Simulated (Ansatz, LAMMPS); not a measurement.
# Squeezing and shearing amorphous 59Ga2O3-41P2O5 (mol %) (64 atoms): runs compared

How stiff is amorphous 59Ga2O3-41P2O5 (mol %) (64 atoms), and how do its levels respond to strain?

Computed with Ansatz 0.2.0: Kohn-Sham DFT, PBE, PAW (set soft_1), plane waves.

## Step 1: The cell as built

The cell holds 64 atoms: 13 Ga, 9 P and 42 O. Its edges and angles: a = 9.175 Å, b = 9.175 Å, c = 9.175 Å, α = 90.0°, β = 90.0°, γ = 90.0°. 64 atoms (13 Fe, 9 P, 42 O) placed at random at 3.33 g/cm³, melted at 5000 K for 10 ps at fixed volume with the Morse and Coulomb pair potential with partial charges (Pedone, Malavasi, Menziani, Cormack and Segre, J. Phys. Chem. B 110, 11780 (2006)). Quenched from 5000 K to 300 K at 100 K/ps and fixed volume, held 10 ps at zero pressure, then minimised at fixed cell. Then Fe was replaced by Ga and the cell scaled by 1.005 (the potential has no terms for the new elements, so the cell is a start for a DFT relaxation).

Limits known from the start: The quench rate of 100 K/ps is orders of magnitude faster than experiment, which tends to freeze in extra defects. The network of bonds at the start is that of the classical potential that made the cell, and needn't be the one that DFT or experiment would give. The Brillouin zone is sampled at Γ only.

## Step 2: The reference run

The reference is a single point at the end of the relaxation.

Every strained cell starts from the geometry of this run, and its atoms are relaxed with the cell held.

Its input, with most atom lines left out:

```yaml
crystal:
  lattice:
    - [9.12627, 0.27195, 0.11659]
    - [0.27195, 9.68175, 0.035]
    - [0.11659, 0.035, 8.84405]
  atoms:
    - { symbol: Ga, position: [0.48167, 0.08768, 0.31067] }
    - { symbol: Ga, position: [0.71596, 0.1523, 0.97132] }
    - { symbol: Ga, position: [0.30309, 0.65806, 0.61269] }
    - { symbol: Ga, position: [0.48262, 0.63688, 0.28751] }
    - { symbol: Ga, position: [0.6692, 0.44731, 0.0517] }
    - { symbol: Ga, position: [0.77601, 0.09206, 0.32163] }
    - { symbol: Ga, position: [0.03982, 0.83764, 0.54043] }
    [... atom lines 8 to 64 left out ...]
kpoints:
  mp_grid: { grid: [1, 1, 1] }
hamiltonian:
  xc: pbe
  pseudopotentials: { kind: paw, azcp: { folder: soft_1 } }
scf:
  occupations: { method: fixed }
output:
  forces: true
  stress: true
  populations: true
  dos:
    method: { smearing: { sigma: 0.1 } }
    de: 0.1
    projected: { site_lists: { Ga: [Ga], O: [O], P: [P] } }
  eigenvalues: true
  write_density: true
  write_potential: true
  volumetric_format: npy
  elf: true
```

```
free energy per atom   : -1247.3789 eV/atom
r.m.s. force component : 0.00443 eV/Å
pressure               : -0.002574 GPa
```

Filled and empty levels are parted by 2.84 eV (at Γ alone); a semilocal functional tends to put such gaps too low. In a disordered cell it changes from sample to sample, and tail or defect levels can set it.

## Step 3: The runs

Each row is one run, on 4 threads of Intel Xeon Platinum 8488C (Sapphire Rapids), shared host. The free energy is the program's total, comparable only between runs with the same functional, potentials and atoms.

```csv
run,atoms,outcome,"ionic steps, all passes",free energy (eV),time,host memory (GiB)
Single point at the start,64,converged,-,-79826.868,6.6 s,0.99
Cell and atoms relaxed,64,converged,44,-79832.252,2.9 min,1
Single point at the relaxed geometry,64,converged,-,-79832.252,7.2 s,1.1
Volume -3 %,64,converged,6,-79832.087,28 s,1.1
Volume +3 %,64,converged,13,-79832.270,61 s,1.1
Volume -6 %,64,converged,11,-79831.560,48 s,1.0
Volume +6 %,64,converged,12,-79832.201,55 s,1.1
Volume -10 %,64,converged,26,-79830.748,1.7 min,1.0
Stretched by 1 % along x,64,converged,8,-79832.226,38 s,1.1
Compressed by 1 % along x,64,converged,4,-79832.215,16 s,1.0
Sheared by 2 % in xy,64,converged,18,-79832.289,88 s,1.1
```

In some runs the program notes that the SCF threshold is loose for the stress.

## Step 4: Pressure against volume

Atoms are relaxed at each volume, in the scaled cell.

```csv
volume change (%),volume (Å³/atom),energy change (meV/atom),pressure (GPa),largest move on relaxing (Å),bonds,gap (eV)
-10,10.978,23.50,7.80,1.41,100,3.25
-6,11.466,10.81,4.97,0.29,99,3.13
-3,11.832,2.56,2.30,0.12,98,2.99
+0,12.198,0.00,0.00,-,98,2.84
+3,12.564,-0.29,0.12,0.49,93,2.88
+6,12.930,0.78,-1.15,0.63,93,2.77
```

## Step 5: Uniaxial strain and shear

Stress (GPa, compression positive) less that of the relaxed cell, atoms relaxed:

```csv
strain,xx,yy,zz,xy,energy change (meV/atom)
stretched by 1 % along x,-0.836,-0.081,-0.408,0.393,0.39
compressed by 1 % along x,1.535,0.551,0.650,-0.051,0.57
sheared by 2 % in xy,1.490,1.851,1.008,0.788,-0.59
```

## Step 6: Outcome

The pressure doesn't fall steadily with volume, which points to a change of structure or electronic state along the way, so no single bulk modulus describes it. The count of bonds runs from 93 to 100 over the series, so at some points contacts cross the cutoffs. At -10 % and +6 % some atom moved by over 0.5 Å on relaxing, so those points may sit in another local minimum. The gap goes from 3.25 eV at the smallest volume to 2.77 eV at the largest, -2.9 eV per unit of ln V by a straight line, not monotonically (lowest 2.77, highest 3.25 eV), on the run's k-points. The shear changes the normal stresses by up to 1.85 GPa, more than the shear stress itself (0.79 GPa), so the response isn't simply elastic and the value of C66 is doubtful. Stretch and compression disagree (xx stress changes of -0.84 and 1.53 GPa), so C11 is only a mean of unlike responses. The cell sheared by 2 % in xy ends below the relaxed cell in energy, so the reference wasn't the lowest nearby minimum and the moduli are doubtful. In the Cartesian axes of the cell, finite differences give C11 = 119, C12 = 31.6, C13 = 52.9 and C66 = -39.4 GPa (the shear of 2 % is the engineering strain, εxy = 0.01).

Caveats: Strains are finite and relaxations stop at the force tolerance of the input, which can leave moduli too stiff; they are those of a static cell at zero temperature. Volumes are changed with the cell's shape held, so in an anisotropic solid the modulus lies over the one under free hydrostatic load. The program notes that the SCF threshold of the relaxations is loose for the stress.

The DFT runs together took 10 min of wall time.

[Logs are printed without paths, hosts, clocks, repeated set-up lines and the standing remarks that a program may print on its own settings, such as how far it seeks lower states.]

[Hosts, paths, dates, database ids (printed as entryN), source tags and the programs' standing remarks are cut or masked in the printed files.]
